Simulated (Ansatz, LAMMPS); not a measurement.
# Static equation of state of glassy 57SiO2-27Al2O3-16BaO (mol %) (149 atoms)

Density of this cell: 2.99 g/cm³. The cell holds 149 atoms: 25 Si, 24 Al, 7 Ba and 93 O. Its edges and angles: a = 12.887 Å, b = 12.562 Å, c = 13.038 Å, α = 90.9°, β = 89.7°, γ = 89.9°. The starting structure: 149 atoms (25 Si, 24 Al, 7 Ba, 93 O) placed at random at 2.88 g/cm³, melted at 4000 K for 10 ps at fixed volume with the Morse and Coulomb pair potential with partial charges (Pedone, Malavasi, Menziani, Cormack and Segre, J. Phys. Chem. B 110, 11780 (2006)). Quenched from 4000 K to 300 K at 25 K/ps and fixed volume, held 5 ps.

Calculated with Ansatz 0.2.0: Kohn-Sham DFT, r2SCAN, PAW (set soft_2), plane waves; cutoff 500 eV, Γ point, fermi-dirac smearing of 0.025 eV. Cell and atoms were relaxed first, to V0 = 14.164 Å³ an atom at a residual P0 = 0.024 GPa. The cell was then scaled evenly, and the atoms were relaxed at each volume.

| volume (Å³/atom) | pressure (GPa) |
| --- | --- |
| 13.315 | 2.808 |
| 13.739 | ? |
| 14.589 | -1.650 |
| 15.014 | -3.213 |

**Question.** Fit the third-order Birch–Murnaghan equation to the rows given and interpolate to the withheld row.

**Working.**

Take the Eulerian strain f = ½[(V0/V)^(2/3) − 1] and the normalised pressure F = (P − P0) / [3f(1 + 2f)^(5/2)]. The third-order Birch–Murnaghan equation is then the line F = B0 + (3/2)B0(B′ − 4) f, so u = f and v = F.

```
      u = f  v = F (GPa)
  0.0210563      39.7606
-0.00975644      60.0652
 -0.0190507      62.4034
```

With n = 3: mean u = -0.00258361, mean v = 54.0764, Σ(u − ū)² = 8.815e-4, Σ(u − ū)(v − v̄) = -0.51850. Slope b = -0.51850 / 8.815e-4 = -588.23; intercept a = v̄ − b ū = 52.557.

So B0 = a = 52.6 GPa and B′ = 4 + 2b/(3a) = -3.46. At the withheld volume f = 0.01026, F = a + b f = 46.52 GPa, and P = P0 + 3f(1 + 2f)^(5/2) F.

Prediction at 13.739: 1.530 GPa. The run gave 1.150 GPa, so the fit is high by 0.38 GPa (33 % of the value).

The series isn't one smooth equation of state: even a line fitted to all rows, the withheld one included, misses F by up to 22.2 %, the count of bonds changes along the series and an atom moves over 0.5 Å in some relaxation. B0 and B′ are then only the numbers of this fit, not moduli of the material. Among the rows given, the largest miss of the fit is at 15.014, by 0.071 GPa (1.2 % of the range of the table).

Limits: Static cells at zero temperature; the cell shape is held. The program notes that the SCF threshold of these relaxations is loose for the stress. The quench rate of 25 K/ps is many orders above laboratory rates, so the cell is likely richer in defects and strain than a real sample. The network of bonds at the start is that of the classical potential that made the cell, and needn't be the one that DFT or experiment would give. Only the Γ point is sampled, in a cell whose shortest periodic width is 13 Å.

[Logs are printed without paths, hosts, clocks, repeated set-up lines and the standing remarks that a program may print on its own settings, such as how far it seeks lower states.]

[Hosts, paths, dates, database ids (printed as entryN), source tags and the programs' standing remarks are cut or masked in the printed files.]
